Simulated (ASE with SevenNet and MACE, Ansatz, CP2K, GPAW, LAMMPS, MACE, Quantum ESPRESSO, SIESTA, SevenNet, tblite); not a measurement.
**Running amorphous 29Ga2O3-71GeO2 (mol %) (86 atoms) with machine-learned potentials**

Aim: run amorphous 29Ga2O3-71GeO2 (mol %) (86 atoms) in machine-learned potentials and see how near its forces come to a plane-wave reference, and at what cost.

Calculated with ASE with SevenNet and MACE; the method is named at each step.

## 1. The starting structure

The cell holds 86 atoms: 14 Ga, 17 Ge and 55 O. Cell: a = 10.944 Å, b = 10.944 Å, c = 10.944 Å, α = 90.0°, β = 90.0°, γ = 90.0°. 86 atoms (14 Fe, 17 Ge, 55 O) placed at random at 3.74 g/cm³, melted at 5000 K for 10 ps at fixed volume with the Morse and Coulomb pair potential with partial charges (Pedone, Malavasi, Menziani, Cormack and Segre, J. Phys. Chem. B 110, 11780 (2006)). Quenched from 5000 K to 300 K at 100 K/ps and fixed volume, held 5 ps, then minimised at fixed cell. Then Fe was replaced by Ga and the cell scaled by 1.006 (the potential has no terms for the new elements, so the cell is a start for a DFT relaxation).

The yardstick, on the same geometry:

```
method                                           : Kohn-Sham DFT, PBE, SSSP efficiency 1.3.0 pseudopotentials, plane waves (Quantum ESPRESSO 7.5); sssp-pbe-1.3.0-efficiency, cutoffs 60/480 Ry, Γ point
r.m.s. force component                           : 0.7714 eV/Å
longest force                                    : 2.305 eV/Å
pressure                                         : -2.912 GPa
gap (highest filled to lowest empty level) : 1.092 eV
time                                             : 6.5 min on 4 MPI ranks of Arm Neoverse V2, shared host
CPU time                                         : 26 min
```

## 2. SevenNet 0 potential

Method: machine-learned interatomic potential SevenNet 0, trained on PBE(+U) plane-wave data.

Contents of run.py:

```python
import numpy as np
from ase.io import read
import mlip  # loads the published weights by name

atoms = read("structure.xyz")
atoms.calc = mlip.calc("7net-0")
energy = atoms.get_potential_energy()
forces = atoms.get_forces()
print(f"energy {energy:.6f} eV")
print("forces (eV/A)")
for i, (a, f) in enumerate(zip(atoms, forces)):
    print(f"{i:4d} {a.symbol:2s} {f[0]:10.5f} {f[1]:10.5f} {f[2]:10.5f}")
stress = -atoms.get_stress(voigt=False) * 160.21766
print("stress (GPa, compression positive)")
for row in stress:
    print(" ".join(f"{x:10.4f}" for x in row))
```

Contents of structure.xyz:

```xyz
86
Lattice="10.94387 0.00000 0.00000 0.00000 10.94387 0.00000 0.00000 0.00000 10.94387" Properties=species:S:1:pos:R:3 pbc="T T T"
Ga 9.22262 5.88375 7.49020
Ga 0.41926 10.52844 5.54624
Ga 10.88302 6.22750 0.43294
Ga 4.35205 7.41108 10.06967
Ga 6.21382 6.94060 1.15972
Ga 8.74995 5.93464 2.35895
Ga 10.06639 8.76440 3.27145
Ga 6.78443 8.05338 7.73261
Ga 3.03561 7.87871 2.04650
Ga 2.89301 5.20206 0.56525
Ga 1.05980 8.86136 10.85610
Ga 7.21223 8.51159 4.21241
Ga 8.96325 8.75028 10.88313
Ga 0.52914 7.58640 6.43576
Ge 10.92778 0.96219 10.04910
Ge 5.73130 4.41279 9.92456
Ge 1.65154 5.20337 8.74164
Ge 8.97157 3.82663 10.38716
Ge 3.20929 6.86213 5.29103
Ge 3.33722 8.88817 7.87608
Ge 2.03731 2.03457 7.49841
Ge 1.52437 0.17215 2.12968
Ge 9.47389 3.48792 4.78160
Ge 6.18942 9.85485 1.27912
Ge 0.99031 5.17754 3.47599
Ge 6.53688 4.14532 3.50259
Ge 4.50023 1.41526 2.89006
Ge 5.85924 5.12436 6.70017
Ge 4.74581 0.65050 6.23658
Ge 8.15647 0.35206 5.62033
Ge 9.72866 9.33622 8.05173
O 3.72442 1.83572 7.03308
O 6.60331 8.61140 5.92950
O 4.19019 6.70575 1.08082
O 6.25366 8.61009 2.55091
O 3.07588 6.08118 9.30262
O 5.38537 0.26145 1.92929
O 8.38114 10.15022 4.29175
O 0.50232 9.41249 7.34509
O 3.51068 7.66312 3.82806
O 9.56188 7.75461 7.09108
O 9.83482 2.30719 10.21085
O 4.88600 8.11586 8.32741
O 2.22686 4.91960 2.33356
O 6.30717 4.33191 5.22001
O 7.22733 3.70658 10.45949
O 9.19143 10.54026 6.80643
O 1.88092 3.73022 7.87597
O 2.59556 8.87964 9.46174
O 2.83665 1.27649 2.40678
O 10.79886 6.19806 2.60300
O 3.94614 10.24182 7.01163
O 6.57398 5.56375 2.50264
O 1.26478 1.33636 8.92954
O 4.46390 0.79332 4.53011
O 2.63791 7.89567 6.59040
[... 26 atom lines left out ...]
O 0.72240 0.48635 0.61001
O 4.47517 5.98608 6.04430
O 8.31822 4.03938 3.52415
O 2.29427 9.58891 1.67901
```

Command:

```
OMP_NUM_THREADS=1 python run.py > output.txt
```

The log of the run:

```text
energy -521.084351 eV
forces (eV/A)
   0 Ga   -0.13554   -1.22288    0.00225
   1 Ga    0.59411    0.07053    0.38574
   2 Ga    0.57064   -0.44946   -0.09048
   3 Ga    0.39357   -0.32351   -0.26391
   4 Ga    0.42446    0.38076   -0.40148
   5 Ga   -0.22215    0.41643   -0.09653
   6 Ga    0.07688   -0.18819   -0.15062
   7 Ga   -0.16522    0.00571   -1.31171
   8 Ga   -0.65615   -0.14288    0.63587
   9 Ga    0.03132   -0.03489   -0.61768
  10 Ga    0.18377   -1.04029    0.82628
  11 Ga    0.26797    0.63537    0.23226
  12 Ga   -0.62188   -0.43328    1.40931
  13 Ga   -0.25258    0.62729    0.76118
  14 Ge    0.41512    0.87870   -0.87499
  15 Ge    0.01656    1.03953    0.14751
  16 Ge    0.77051    0.38789    0.08351
  17 Ge   -0.53056    0.37849   -1.18467
  18 Ge    0.71804   -0.75334   -1.09263
  19 Ge    0.50155    0.63529    0.18570
  20 Ge   -0.63213   -0.69851    0.10355
  21 Ge    0.54764   -0.59237    0.93051
  22 Ge   -0.43526    0.64305    1.07258
  23 Ge    0.27984   -0.43577    0.08841
[...]
78 O     1.39326    1.39817    0.62025
  79 O    -0.02355    0.47223    0.08696
  80 O     0.38208   -0.06761   -0.10861
  81 O    -0.76684   -0.62316   -1.34123
  82 O    -0.09898   -0.03710   -0.01411
  83 O    -0.18762   -0.11554    0.26001
  84 O     0.43465    0.30127   -1.48782
  85 O     0.37975   -1.29526   -1.29377
stress (GPa, compression positive)
   -2.9957    -0.5755    -0.1978
   -0.5755    -1.7436    -0.8308
   -0.1978    -0.8308    -4.1207
```

Elapsed: 6.9 s, on 1 thread of Arm Neoverse V2, shared host; peak memory 0.9 GiB.

Banners, paths, timers and routine set-up lines are dropped from the logs unmarked, and long logs keep their key lines alone; longer cuts are marked.

Numbers from this run, and their distance from the reference:

```yaml
r_m_s_force_component: 0.7609 eV/Å
r_m_s_difference_of_force_components: 90.29 meV/Å
longest_difference_of_force_vectors: 352.6 meV/Å
force_difference_over_r_m_s_force: 11.7 %
slope_of_forces_against_the_reference_s: 0.9797
correlation_of_force_components: 0.9931
pressure: -2.953 GPa
pressure_difference: -0.0416 GPa
```

Length of the force difference by element (eV/Å):

```
element  atoms  mean  most
     Ga     14  0.19  0.26
     Ge     17  0.18  0.35
      O     55  0.12  0.25
```

A closer look about O51, which bears the longest force: 10 atoms, nearest first, numbered in the order of the input, with positions taken from that point.

```
atom      x      y      z  distance (Å)  bonds     Fx     Fy  Fz (eV/Å)
 O51   0.00   0.00   0.00          0.00      3  -1.98   0.84      -1.18
Ge25   1.14  -1.02   0.87          1.76      4   0.17   0.26      -0.63
 Ga6  -2.05  -0.26  -0.24          2.08      6  -0.22   0.42      -0.10
 Ga3   0.08   0.03  -2.17          2.17      5   0.57  -0.45      -0.09
 O57  -1.33  -1.38  -1.81          2.64      3   1.09   0.93       1.40
 O62  -2.16   1.22   1.06          2.70      3   0.63   0.28      -0.13
 O44   2.37  -1.28  -0.27          2.71      2   1.39  -0.78      -1.07
 O69   0.19  -2.35   1.41          2.75      2   0.51  -1.73      -0.08
 Ga7  -0.73   2.57   0.67          2.75      4   0.08  -0.19      -0.15
 O80   1.85   0.98  -1.85          2.79      4  -0.02   0.47       0.09
```

Atoms are counted from 1 here, from 0 in the log.

Forces lie 12 % from the reference's, at 0.0044 times its CPU time (on 1 against 4 cores).

## 3. MACE MP-0b2 small potential

Method: machine-learned interatomic potential MACE MP-0b2 small, trained on PBE(+U) plane-wave data.

run.py, as its differences from that of step 2:

```diff
@@ -5,3 +5,3 @@
 atoms = read("structure.xyz")
-atoms.calc = mlip.calc("7net-0")
+atoms.calc = mlip.calc("mace-mp-0b2-small")
 energy = atoms.get_potential_energy()
```

structure.xyz is that of step 2.

The log of the run:

```text
energy -521.152997 eV
forces (eV/A)
   0 Ga   -0.26221   -1.11672   -0.14895
   1 Ga    0.56745   -0.16350    0.40898
   2 Ga    0.68010   -0.07926   -0.06397
   3 Ga    0.16925   -0.09673   -0.23110
   4 Ga    0.48454    0.43427   -0.25938
   5 Ga   -0.18604    0.65880   -0.17984
   6 Ga   -0.02156   -0.30719   -0.29217
   7 Ga   -0.07078   -0.01931   -1.40159
   8 Ga   -0.71229   -0.07017    0.41741
   9 Ga   -0.02114    0.02323   -0.33767
  10 Ga    0.05424   -1.52109    0.91113
  11 Ga    0.24086    0.72042    0.40361
  12 Ga   -0.54214   -0.57113    1.31585
  13 Ga   -0.47484    0.80786    0.77581
  14 Ge    0.31063    1.02662   -0.84711
  15 Ge    0.00702    0.97373    0.00158
  16 Ge    0.86513    0.29149   -0.12386
  17 Ge   -0.38183    0.28552   -1.25939
  18 Ge    0.71244   -0.82099   -0.95969
  19 Ge    0.27762    0.66596    0.24044
  20 Ge   -0.55990   -0.61115    0.22875
  21 Ge    0.65291   -0.34819    0.86615
  22 Ge   -0.49090    0.53314    1.28953
  23 Ge    0.19190   -0.38191    0.25799
[...]
78 O     1.36569    1.39315    0.59121
  79 O     0.18934    0.37584    0.25171
  80 O     0.33667   -0.02719   -0.08718
  81 O    -0.88848   -0.74244   -1.39311
  82 O    -0.16439    0.10426   -0.11119
  83 O    -0.17525   -0.16128    0.33476
  84 O     0.47232    0.29378   -1.48969
  85 O     0.49041   -1.32400   -1.15052
stress (GPa, compression positive)
   -2.7611    -0.4409    -0.2122
   -0.4409    -1.7398    -0.7109
   -0.2122    -0.7109    -4.0584
```

Wall time 5.8 s (1 thread); peak memory 0.67 GiB.

Numbers from this run, and their distance from the reference:

```yaml
r_m_s_force_component: 0.7633 eV/Å
r_m_s_difference_of_force_components: 125.9 meV/Å
longest_difference_of_force_vectors: 467.4 meV/Å
force_difference_over_r_m_s_force: 16.32 %
slope_of_forces_against_the_reference_s: 0.9763
correlation_of_force_components: 0.9866
pressure: -2.853 GPa
pressure_difference: 0.0586 GPa
```

Against the first run (12 %), the force difference from the reference is 16 %, at 0.84 times the CPU time.

## 4. MACE MPA-0 medium potential

Method: machine-learned interatomic potential MACE MPA-0 medium, trained on PBE(+U) plane-wave data.

run.py, as its differences from that of step 3:

```diff
@@ -5,3 +5,3 @@
 atoms = read("structure.xyz")
-atoms.calc = mlip.calc("mace-mp-0b2-small")
+atoms.calc = mlip.calc("mace-mpa-0-medium")
 energy = atoms.get_potential_energy()
```

structure.xyz is that of step 3.

The log of the run:

```text
energy -520.366813 eV
forces (eV/A)
   0 Ga   -0.16157   -1.16035   -0.11344
   1 Ga    0.64953   -0.06140    0.39025
   2 Ga    0.67277   -0.20620   -0.22720
   3 Ga    0.21361   -0.42708   -0.36332
   4 Ga    0.57064    0.39989   -0.49347
   5 Ga   -0.06983    0.62345   -0.17461
   6 Ga    0.06126   -0.22280   -0.21262
   7 Ga   -0.10051    0.14456   -1.49267
   8 Ga   -0.70802   -0.31080    0.49522
   9 Ga    0.00308    0.00956   -0.51512
  10 Ga   -0.14732   -1.22897    0.69923
  11 Ga    0.13632    0.70575    0.58795
  12 Ga   -0.59995   -0.49429    1.29914
  13 Ga   -0.41853    0.80631    0.86264
  14 Ge    0.27958    0.85949   -0.91197
  15 Ge   -0.18233    1.18203    0.32774
  16 Ge    0.83805    0.54645   -0.06793
  17 Ge   -0.22162    0.28188   -1.20777
  18 Ge    0.67251   -0.77019   -1.01347
  19 Ge    0.40730    0.63537    0.31615
  20 Ge   -0.71624   -0.61358    0.02378
  21 Ge    0.36718   -0.38633    0.95939
  22 Ge   -0.40864    0.53613    1.39939
  23 Ge    0.32812   -0.46123   -0.05710
[...]
78 O     1.28961    1.23228    0.56225
  79 O     0.15599    0.35489    0.31229
  80 O     0.34205    0.06900   -0.16701
  81 O    -0.71846   -0.57515   -1.24286
  82 O    -0.09478   -0.00893   -0.10602
  83 O    -0.14852   -0.17503    0.25554
  84 O     0.40356    0.32254   -1.42674
  85 O     0.48117   -1.21645   -1.17303
stress (GPa, compression positive)
   -2.4037    -0.6139    -0.3030
   -0.6139    -1.2654    -0.8865
   -0.3030    -0.8865    -3.6300
```

Run time: 7.2 s. Hardware: 1 thread; peak memory 0.98 GiB.

Compared with the plane-wave run:

```
r.m.s. force component                  : 0.7503 eV/Å
r.m.s. difference of force components   : 82.79 meV/Å
longest difference of force vectors     : 319.7 meV/Å
force difference over r.m.s. force      : 10.73 %
slope of forces against the reference's : 0.9672
correlation of force components         : 0.9945
pressure                                : -2.433 GPa
pressure difference                     : 0.4787 GPa
```

Against the first run (12 %), the force difference from the reference is 11 %, at 1.0 times the CPU time.

## 5. All runs compared

Differences are against the plane-wave reference, forces as r.m.s. over components; share is that over the reference's r.m.s. force, slope the least-squares factor from reference forces to these. Total energies of different programs have different zeros and aren't compared.

```
                        run  Δ force, r.m.s. (meV/Å)  share (%)  slope  Δ pressure (GPa)  cores  CPU time  memory (GiB)
                  reference                        -          -      -                 -      4    26 min           4.2
       SevenNet 0 potential                     90.3       11.7  0.980           -0.0416      1     6.9 s           0.9
MACE MP-0b2 small potential                      126       16.3  0.976            0.0586      1     5.8 s          0.67
MACE MPA-0 medium potential                     82.8       10.7  0.967             0.479      1     7.2 s          0.98
```

Times of the machine-learned potentials are mostly Python's start and the loading of weights.

CPU time is summed over cores on a shared host, where runs went side by side, so it is rough. Symmetry, cutoffs, thresholds, outputs and thread counts weren't matched or tuned between programs; memory under MPI is the largest rank's times the ranks.

## 6. Summary of results

```yaml
nearest_in_forces: MACE MPA-0 medium potential, 11 %
its_cpu_time: 7.2 s
```

**Reading.** Machine-learned potentials differ by 11 % (MACE MPA-0 medium potential) to 16 % (MACE MP-0b2 small potential); they were trained on other programs' data. The reference's pressure holds the uncorrected Pulay stress of its 60 Ry basis, so small pressure differences, and their order, may be the reference's own error. Machine-learned potentials mimic data converged in k, so the reference's own k-point error enters their differences. The quench rate of 100 K/ps is many orders above laboratory rates, so the cell is likely richer in defects and strain than a real sample. The network of bonds at the start is that of the classical potential that made the cell, and needn't be the one that DFT or experiment would give. The reference's pressure of -2.9 GPa belongs to a cell and atoms that aren't relaxed at this level. The electronic-structure runs sample only Γ, in a cell whose shortest periodic width is 11 Å.

[Also dropped from logs without a mark: logging warnings of Python, and SIESTA's first energy breakdown and zero terms.]

[Logs are printed without paths, hosts, clocks, repeated set-up lines and the standing remarks that a program may print on its own settings, such as how far it seeks lower states.]

[Hosts, paths, dates, database ids (printed as entryN), source tags and the programs' standing remarks are cut or masked in the printed files.]
